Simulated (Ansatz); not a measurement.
# Formation energy and levels of the substitutional impurity C_Mg in MgO (Fm-3m)

Aim: at which Fermi levels does C_Mg in MgO (Fm-3m) change its charge? The model is a cell of 54 host atoms with 1 Mg taken out and 1 C put in.

Method: place-levels on r2SCAN runs: charge-transition levels and formation energies with image-charge correction and potential alignment at the atomic sites; PAW set soft_1, in Ansatz 0.2.0.

**Measured values to reproduce.**

For MgO, rocksalt (bulk crystal), “Electronic structure of alkaline earth and post-transition metal oxides” (2009, arxiv:0908.1581) quotes earlier work: band gap (literature experimental gap) 7.83 eV [Literature value based on experiment; other listed experimental values range from 7.7 to …].

## Step 1: Set-up

The cell holds 54 atoms: 26 Mg, 27 O and 1 C. Its edges and angles: a = 8.925 Å, b = 8.925 Å, c = 8.925 Å, α = 60.0°, β = 60.0°, γ = 60.0°. It derives from MgO (space group Fm-3m). Nearest the centre at fractional (0.667, 0.667, 0.333): C51 at 0.00 Å, O28 at 2.10 Å, O44 at 2.10 Å, O32 at 2.10 Å, O34 at 2.10 Å, O46 at 2.10 Å, O50 at 2.10 Å, Mg9 at 2.98 Å.

Coordinates:

```xyz
54
Lattice="0.0000 6.3112 6.3112 6.3112 0.0000 6.3112 6.3112 6.3112 0.0000" Properties=species:S:1:pos:R:3 pbc="T T T"
Mg    0.0000    0.0000    0.0000
O     2.1037    2.1037    2.1037
Mg    2.1037    2.1037    0.0000
O     4.2075    4.2075    2.1037
Mg    4.2075    4.2075    0.0000
O     6.3112    6.3112    2.1037
Mg    2.1037    0.0000    2.1037
O     4.2075    2.1037    4.2075
Mg    4.2075    2.1037    2.1037
O     6.3112    4.2075    4.2075
Mg    6.3112    4.2075    2.1037
O     8.4150    6.3112    4.2075
Mg    4.2075    0.0000    4.2075
O     6.3112    2.1037    6.3112
Mg    6.3112    2.1037    4.2075
O     8.4150    4.2075    6.3112
Mg    8.4150    4.2075    4.2075
O    10.5187    6.3112    6.3112
Mg    0.0000    2.1037    2.1037
O     2.1037    4.2075    4.2075
Mg    2.1037    4.2075    2.1037
O     4.2075    6.3112    4.2075
Mg    4.2075    6.3112    2.1037
O     6.3112    8.4150    4.2075
Mg    2.1037    2.1037    4.2075
O     4.2075    4.2075    6.3112
Mg    4.2075    4.2075    4.2075
O     6.3112    6.3112    6.3112
Mg    6.3112    6.3112    4.2075
O     8.4150    8.4150    6.3112
Mg    4.2075    2.1037    6.3112
O     6.3112    4.2075    8.4150
Mg    6.3112    4.2075    6.3112
O     8.4150    6.3112    8.4150
Mg    8.4150    6.3112    6.3112
O    10.5187    8.4150    8.4150
Mg    0.0000    4.2075    4.2075
O     2.1037    6.3112    6.3112
Mg    2.1037    6.3112    4.2075
O     4.2075    8.4150    6.3112
Mg    4.2075    8.4150    4.2075
O     6.3112   10.5187    6.3112
Mg    2.1037    4.2075    6.3112
O     4.2075    6.3112    8.4150
Mg    4.2075    6.3112    6.3112
O     6.3112    8.4150    8.4150
Mg    6.3112    8.4150    6.3112
O     8.4150   10.5187    8.4150
Mg    4.2075    4.2075    8.4150
O     6.3112    6.3112   10.5187
C     6.3112    6.3112    8.4150
O     8.4150    8.4150   10.5187
Mg    8.4150    8.4150    8.4150
O    10.5187   10.5187   10.5187
```

Screening for the image-charge correction: ε∞ = 3.24, ε0 = 10.37, from a response run on this crystal (DFPT, PBEsol) at that run's own cell.

The cell's shortest repeat is 8.9 Å.

## Step 2: Charge states

Levels follow from differences of total energies between charge states, each relaxed by itself.

Each atom starts 0.05 Å or so off its site in a random direction: a symmetric start keeps its symmetry, and would miss off-centre moves and Jahn–Teller distortions. Forces are taken at one point at (¼, ¼, ¼). The cell holds 1 electron more than the neutral one, with a uniform background that keeps it neutral on the whole. The electron count is odd, so at least one spin is unpaired; this run locks the moment at 1 μB.

The sampling was tested on the host first: at the k-points planned (1x1x1 shifted 0.25 0.25 0.25) its energy lies 0.020 eV an atom from the dense-mesh value, under the bound of 0.02 eV set for this test; that bounds the host's error, not the defect's.

One state's input; the others differ in charge, spin, start and seed, and in occupations where the table says so.

Contents of qm1_M1.relax/input.yaml:

```yaml
crystal:
  lattice:
    - [0.0, 2.10374764, 2.10374764]
    - [2.10374764, 0.0, 2.10374764]
    - [2.10374764, 2.10374764, 0.0]
  atoms:
    - { symbol: Mg, position: [0.0, 0.0, 0.0] }
    - { symbol: O, position: [0.5, 0.5, 0.5] }
  supercell: [3, 3, 3]
  defects: [{ substitution: { at: 50, symbol: C } }]
total_charge: -1
basis:
  ecutwfc: 500
  xc_grid: 2
hamiltonian:
  xc: r2scan
  pseudopotentials: { kind: paw, azcp: { folder: soft_1 } }
kpoints:
  mp_grid: { grid: [1, 1, 1], shift: [0.25, 0.25, 0.25] }
magnetization:
  spin_polarized: true
  initial_magnetization: 1
  spin_locking: { lock_magnetization: hard }
scf:
  occupations: { method: fixed }
  max_iter: 80
output:
  forces: true
  charged_corrections: { epsilon: 3.24, static_epsilon: 10.37 }
relax:
  f_tol: 0.02
  max_steps: 80
  random_displacement: { amplitude: 0.05, seed: 2438 }
checkpoint:
  write: "../qm1_M1.relax.run"
  compress: false
  write_wavefunctions: true
  write_every: 100000
```

Command:

```bash
ansatz run input.yaml --threads 4 --pin off --max-ram 7536MiB --backend cpu --events-out ev --progress --plain --runs-dir out
```

The relaxed structure is kept and the sampling changed to a 2×2×2 shifted mesh.

The run of this state that the levels use, under r2SCAN:

Contents of qm1_M1.point/input.yaml:

```yaml
crystal:
  checkpoint: "../qm1_M1.relax.run"
  host: checkpoint
total_charge: -1
basis:
  ecutwfc: 500
  xc_grid: 2
hamiltonian:
  xc: r2scan
  pseudopotentials: { kind: paw, azcp: { folder: soft_1 } }
kpoints:
  mp_grid: { grid: [2, 2, 2], shift: [0.5, 0.5, 0.5] }
magnetization:
  spin_polarized: true
  initial_magnetization: 1
  spin_locking: { lock_magnetization: hard }
scf:
  occupations: { method: fermi_dirac, width: 0.01 }
  max_iter: 80
output:
  forces: true
  eigenvalues: true
  charged_corrections:
    epsilon: 3.24
    static_epsilon: 10.37
    defect_position: [0.666667, 0.666667, 0.333333]
  eigenstates: { localisation: true }
  populations: true
  efg: {}
checkpoint:
  read: "../qm1_M1.relax.run"
  write: "../qm1_M1.point.run"
  compress: false
  write_wavefunctions: false
  write_every: 100000
```

Relaxations under r2SCAN at one point at (¼, ¼, ¼); times on 4 threads of Arm Neoverse V1, shared host:

| charge | moment (μB) | occupations | outcome | steps | largest displacement against the far atoms (Å) | time |
| --- | --- | --- | --- | --- | --- | --- |
| −1 | 1 | fixed | converged | 28 | 0.99 | 11 min |
| 0 | 0 | fixed | converged | 17 | 0.49 | 3.2 min |
| +1 | 1 | fixed | converged | 9 | 0.73 | 4.1 min |
| +2 | 0 | fixed | converged | 12 | 0.96 | 3.1 min |

Single points under r2SCAN at a 2×2×2 shifted mesh; times on 4 threads of Arm Neoverse V1, shared host:

| charge | moment (μB) | occupations | outcome | time |
| --- | --- | --- | --- | --- |
| −1 | 1 | fermi-dirac | converged | 3.3 min |
| 0 | 0 | fermi-dirac | converged | 69 s |
| +1 | 1 | fermi-dirac | converged | 2.3 min |
| +2 | 0 | fermi-dirac | converged | 64 s |

Distances (Å) from C51 to the nearest atoms after relaxation with r2SCAN:

| charge | moment (μB) | 1. | 2. | 3. | 4. | 5. | 6. |
| --- | --- | --- | --- | --- | --- | --- | --- |
| −1 | 1 | O 1.30 | Mg 2.32 | O 2.42 | O 2.44 | O 2.47 | Mg 2.51 |
| 0 | 0 | O 1.24 | O 2.26 | O 2.27 | O 2.30 | O 2.30 | O 2.73 |
| +1 | 1 | O 1.41 | O 1.41 | O 1.41 | Mg 2.55 | Mg 2.55 | Mg 2.55 |
| +2 | 0 | O 1.29 | O 1.29 | O 1.29 | Mg 2.47 | Mg 2.47 | Mg 2.48 |

## Step 3: Placing the levels, r2SCAN

A charged cell interacts with its images and the background, and its potential has another zero than the host's. place-levels removes the first by a point-charge model, screened by the static dielectric constant since the ions have relaxed around the charge, and the second by comparing potentials at atoms far from the defect.

The host is a run of the defect-free crystal in the same cutoffs, grids and k-points, so that basis and sampling errors cancel in part in the differences. The host is run in a cell of 2 atoms on a matching mesh. Its band edges are searched through the zone by a band path, so the gap is smaller than, or equal to, that on the mesh. Chemical potentials are energies per atom of Mg (hcp) and C (diamond), run with the same functional and cutoff. Carbon is taken as diamond, which semilocal functionals can put about 0.1 eV an atom over graphite.

Contents of levels.point.yaml:

```yaml
host:
  run: host.point.run
states: [qm1_M1.point.run, q0.point.run, qp1_M1.point.run, qp2.point.run]
geometry_from:
  qm1_M1.point.run: qm1_M1.relax.run
  q0.point.run: q0.relax.run
  qp1_M1.point.run: qp1_M1.relax.run
  qp2.point.run: qp2.relax.run
chemical_potentials:
  Mg:
    energy: -1926.407918
    dataset: "<sha256 of the dataset>"
  C:
    energy: -251.553391
    dataset: "<sha256 of the dataset>"
epsilon: 3.24
static_epsilon: 10.37
vertical:
  - { from: qm1_M1.point.run, to: qm1_M1.point_neutral.run }
  - { from: qp1_M1.point.run, to: qp1_M1.point_neutral.run }
  - { from: qp2.point.run, to: qp2.point_neutral.run }
```

Command:

```bash
ansatz place-levels levels.point.yaml -- --threads 4 --pin off --max-ram 7536MiB
```

Numbers of over 12 decimals in the logs are rounded to 6 here.

The log of the run:

```text
[... repeated set-up lines and file paths are left out, and long positions are rounded to six places ...]
(+2/+1) 2.193 eV above the valence edge, 3.485 eV under the conduction edge
(+1/0) 2.983 eV above the valence edge, 2.695 eV under the conduction edge
(0/-1) 4.170 eV above the valence edge, 1.508 eV under the conduction edge
formation energy of charge +2: +4.485 eV with the Fermi level at the valence edge
formation energy of charge +1: +6.678 eV with the Fermi level at the valence edge
formation energy of charge 0: +9.661 eV with the Fermi level at the valence edge
formation energy of charge -1: +13.831 eV with the Fermi level at the valence edge
vertical -1 to 0: no energy, since no alignment is typed
  the change from vertical[0].from (qm1_M1.point.run) to vertical[0].to (qm1_M1.point_neutral.run): by its potential at epsilon 3.24 it stands at 0.584 0.752 0.225, with an rms radius of about 1.5 Å (0.9 0.9 0.8 Å across the planes of the cell's vectors); [...]
vertical +1 to 0: no energy, since no alignment is typed
  the change from vertical[1].from (qp1_M1.point.run) to vertical[1].to (qp1_M1.point_neutral.run): by its potential at epsilon 3.24 it stands at 0.700 0.698 0.366, with an rms radius of about 1.7 Å (1.0 1.0 1.0 Å across the planes of the cell's vectors); [...]
vertical +2 to 0: no energy, since no alignment is typed
  the change from vertical[2].from (qp2.point.run) to vertical[2].to (qp2.point_neutral.run): by its potential at epsilon 3.24 it stands at 0.480 0.742 0.407, with an rms radius of about 2.3 Å (1.1 1.4 1.4 Å across the planes of the cell's vectors); [...]
  edges by r2scan, gap 5.678 eV; the host is sampled to repeats of 17.85 Å
  the defect's cells are sampled to repeats of 17.85 Å, like sampling
  charge +2: -65790.7389 eV with its correction of +0.641 eV, at epsilon 10.37, aligned at sites: -0.1841 eV, mean over 21 atomic sites at or beyond 4.46 Å from the defect at [0.6667, 0.6667, 0.3333], with -0.000000 for the charge's moments and without [...]
  charge +1: -65780.8618 eV with its correction of +0.066 eV, at epsilon 10.37, aligned at sites: -0.1865 eV, mean over 21 atomic sites at or beyond 4.46 Å from the defect at [0.6667, 0.6667, 0.3333], with +0.000000 for the charge's moments and without [...]
  charge 0: +0.000 eV for its dipole among its images, +0.175 omitted
  charge -1: -65758.3397 eV with its correction of +0.408 eV, at epsilon 10.37, aligned at sites: -0.1560 eV, mean over 21 atomic sites at or beyond 4.46 Å from the defect at [0.6667, 0.6667, 0.3333], with -0.000000 for the charge's moments and without [...]
  of states[3] (qp2.point.run): it parts from the run at its places by a charge that spreads by about 1.4 Å along one vector (1.3 Å or more is wide), by its potential at epsilon 3.24, taken for that of held ions (one typed too small widens it), where the cell [...]
  of states[2] (qp1_M1.point.run): its alignment with the host at atomic sites is doubtful: the cell is too small to show whether the defect's potential has decayed: take a larger one; [...]
  of states[1] (q0.point.run): its alignment with the host at atomic sites is doubtful: the cell is too small to show whether the defect's potential has decayed: take a larger one; [...]
  of states[0] (qm1_M1.point.run): its alignment with the host at atomic sites is doubtful: the cell is too small to show whether the defect's potential has decayed: take a larger one; stability_check_not_made
  of vertical[0].from (qm1_M1.point.run): stability_check_not_made
  of vertical[1].from (qp1_M1.point.run): stability_check_not_made
  of vertical[2].from (qp2.point.run): it parts from the run at its places by a charge that spreads by about 1.4 Å along one vector (1.3 Å or more is wide), by its potential at epsilon 3.24, taken for that of held ions (one typed too small widens it), where [...]
```

It took 0.49 s on 4 threads of Arm Neoverse V1, shared host.

Levels between the charges placed, in eV above the valence top:

|  | gap (eV) | (+2/+1) | (+1/0) | (0/−1) |
| --- | --- | --- | --- | --- |
| r2SCAN | 5.68 | 2.19 | 2.98 | 4.17 |

Corrections by state:

| charge | moment (μB) | image terms and alignment (eV) | band filling (eV) | ε used | over the lowest of its charge, as the program ranks them, band filling apart (eV) |
| --- | --- | --- | --- | --- | --- |
| +2 | 0.0 | 0.641 | - | 10.37 | 0.000 |
| +1 | 1.0 | 0.066 | - | 10.37 | 0.000 |
| 0 | 0.0 | 0.000 | - | - | 0.000 |
| −1 | 1.0 | 0.408 | - | 10.37 | 0.000 |

The charged structures listed were also run neutral, and place-levels reads from each pair, by the potential or the spins, how wide the charge is by which they differ; that can be the carrier of either run.

| charge | rms radius (Å) | spread where it is widest against the cell (Å) | wide from (Å) | reading |
| --- | --- | --- | --- | --- |
| +2 | 2.3 | 1.40 | 1.26 | wide |
| +1 | 1.7 | 0.97 | 1.26 | narrow |
| −1 | 1.5 | 0.92 | 1.26 | narrow |

The neutral runs of these pairs need not share the spin of the lowest neutral state, and very wide values only mean spread over the cell.

From the program's caveats on the states, each cut to its opening words:

- charge +2: it parts from the run at its places by a charge that spreads by about 1.4 Å along one vector (1.3 Å or more is wide), by its potential at epsilon 3.24, taken [...]
- charge +2, +1 (1 μB), 0, −1 (1 μB): its alignment with the host at atomic sites is doubtful: the cell is too small to show whether the defect's potential has decayed: take a larger one
- charge +2: the far atoms show a dipole or second moment of the defect's charge, for which the correction takes or leaves out 0.486 eV: further moments aren't read, and [...]
- charge +1 (1 μB): the far atoms show a dipole or second moment of the defect's charge, for which the correction takes or leaves out 0.545 eV: further moments aren't read, and [...]
- charge +1 (1 μB), −1 (1 μB): flagged: stability check not made
- charge 0: the far atoms show a dipole or second moment of the defect's charge, for which the correction takes or leaves out 0.175 eV: further moments aren't read, and [...]

The host's formation energy from the elements is -2.963 eV per atom; it sets how far the chemical potentials can move.

Limit set by the element alone; other compounds of these elements are not counted. Chemical potentials from the elements' reference states: Mg 0.00 eV, O -5.93 eV, C 0.00 eV. Formation energies (Mg-rich), with the Fermi level at the valence top and at the conduction bottom (gap 5.68 eV):

| charge | at valence top (eV) | at conduction bottom (eV) | correction included (eV) |
| --- | --- | --- | --- |
| +2 | 4.49 | 15.84 | 0.64 |
| +1 | 6.68 | 12.36 | 0.07 |
| 0 | 9.66 | 9.66 | 0.00 |
| −1 | 13.83 | 8.15 | 0.41 |

| Fermi level (eV) | lowest formation energy (eV) |
| --- | --- |
| 0.00 | 4.49 |
| 0.52 | 5.52 |
| 1.03 | 6.55 |
| 1.55 | 7.58 |
| 2.06 | 8.61 |
| 2.58 | 9.26 |
| 3.10 | 9.66 |
| 3.61 | 9.66 |
| 4.13 | 9.66 |
| 4.65 | 9.18 |
| 5.16 | 8.67 |
| 5.68 | 8.15 |

Limit set by the element alone; other compounds of these elements are not counted. Chemical potentials from the elements' reference states: O 0.00 eV, Mg -5.93 eV, C 0.00 eV. Formation energy by charge state (O-rich; gap 5.68 eV):

| charge | at valence top (eV) | at conduction bottom (eV) | correction included (eV) |
| --- | --- | --- | --- |
| +2 | -1.44 | 9.92 | 0.64 |
| +1 | 0.75 | 6.43 | 0.07 |
| 0 | 3.74 | 3.74 | 0.00 |
| −1 | 7.91 | 2.23 | 0.41 |

| Fermi level (eV) | lowest formation energy (eV) |
| --- | --- |
| 0.00 | -1.44 |
| 0.52 | -0.41 |
| 1.03 | 0.62 |
| 1.55 | 1.65 |
| 2.06 | 2.69 |
| 2.58 | 3.33 |
| 3.10 | 3.74 |
| 3.61 | 3.74 |
| 4.13 | 3.74 |
| 4.65 | 3.26 |
| 5.16 | 2.74 |
| 5.68 | 2.23 |

## Step 4: Effect of the sampling

The relaxations' own energies give the levels at their sampling, for comparison.

Contents of levels.relax_mesh.yaml:

```yaml
host:
  run: host.relax.run
states: [qm1_M1.relax.run, q0.relax.run, qp1_M1.relax.run, qp2.relax.run]
chemical_potentials:
  Mg:
    energy: -1926.407918
    dataset: "<sha256 of the dataset>"
  C:
    energy: -251.553391
    dataset: "<sha256 of the dataset>"
```

Command:

```bash
ansatz place-levels levels.relax_mesh.yaml -- --threads 4 --pin off --max-ram 7536MiB
```

The log of the run:

```text
(+2/+1) 2.225 eV above the valence edge, 3.434 eV under the conduction edge
(+1/0) 2.955 eV above the valence edge, 2.704 eV under the conduction edge
(0/-1) 4.115 eV above the valence edge, 1.544 eV under the conduction edge
formation energy of charge +2: +4.392 eV with the Fermi level at the valence edge
formation energy of charge +1: +6.617 eV with the Fermi level at the valence edge
formation energy of charge 0: +9.572 eV with the Fermi level at the valence edge
formation energy of charge -1: +13.687 eV with the Fermi level at the valence edge
  edges by r2scan, gap 5.659 eV; the host is sampled to repeats of 8.93 Å
[... the lines on each state left out ...]
```

Run time: 0.15 s. Hardware: 4 threads.

Levels between neighbouring charges, in eV above the valence top:

|  | gap (eV) | (+2/+1) | (+1/0) | (0/−1) |
| --- | --- | --- | --- | --- |
| one point at (¼, ¼, ¼) | 5.66 | 2.23 | 2.95 | 4.12 |
| a 2×2×2 shifted mesh | 5.68 | 2.19 | 2.98 | 4.17 |

Going from one point at (¼, ¼, ¼) to a 2×2×2 shifted mesh moves the levels that carry no band-filling term by up to 0.05 eV and formation energies against the elements by up to 0.14 eV.

## Step 5: Results

```json
{"gap of the host": "5.68 eV (r2SCAN)", "level (plus 2/plus 1)": "2.19 eV above the valence top", "level (plus 1/0)": "2.98 eV above the valence top", "level (0/minus 1)": "4.17 eV above the valence top", "lowest of the charges placed, just above the valence top (0.02 eV)": "+2", "lowest of the charges placed, just below the conduction bottom (0.02 eV)": "−1", "lowest formation energy at mid-gap of the charges run, Mg-rich": "9.52 eV", "lowest formation energy at mid-gap of the charges run, O-rich": "3.59 eV"}
```

What this shows: Of the charges placed (−1, 0, +1 and +2), the lowest changes at 2.19 eV (+2/+1), 2.98 eV (+1/0) and 4.17 eV (0/−1) above the valence top, in a gap of 5.68 eV. Charges above +2 and below −1 were not placed, so these runs say nothing of levels that involve them. States placed: +2 at 0 μB; +1 at 1 μB; 0 at 0 μB; −1 at 1 μB. Other spin states or structures, where not listed, weren't placed. At charge −1 and +2 the atom put in ends up to 1.0 Å from its starting place, so the name tells the start alone and the levels can join different sites. C is taken at its element; compounds, which aren't counted here, bound the chemical potentials and would shift these formation energies. Going from one point at (¼, ¼, ¼) to a 2×2×2 shifted mesh moves the levels that carry no band-filling term by up to 0.05 eV and formation energies against the elements by up to 0.14 eV. The program doubts the alignment of potentials for at least one state, a sign that the cell is small. Keep in mind: the images are only 8.9 Å apart; r2SCAN makes the gap too small and tends to spread out bound carriers; where a gas molecule sets a chemical potential or the host's formation energy, its binding is uncorrected; force components of up to 0.19 eV/Å remain in a run at the final settings.

Calculation against experiment:

```
                             quantity  measured           r2SCAN
band gap (least gap of the host) (eV)      7.83  5.68 (-2.15 eV)
```

Measured values from arxiv:0908.1581 (2009).

Verdict: The band gap is off by -2.15 eV: a clear miss. Local and semilocal functionals usually give gaps below the measured ones. Zero-point and thermal motion shift the measured gap.

[Logs are printed without paths, hosts, clocks, repeated set-up lines and the standing remarks that a program may print on its own settings, such as how far it seeks lower states.]

[Hosts, paths, dates, database ids (printed as entryN), source tags and the programs' standing remarks are cut or masked in the printed files.]

[Where a table of states has a column of steps, it counts the stored structures, which are thinned; the runs took as many ionic steps or more.]

[A defect's name tells the site on which it was built; relaxed atoms can leave that site.]

[For some hosts the program warned that the k-mesh of the response run may be too coarse for force constants and the static dielectric constant; such warnings are not shown here.]
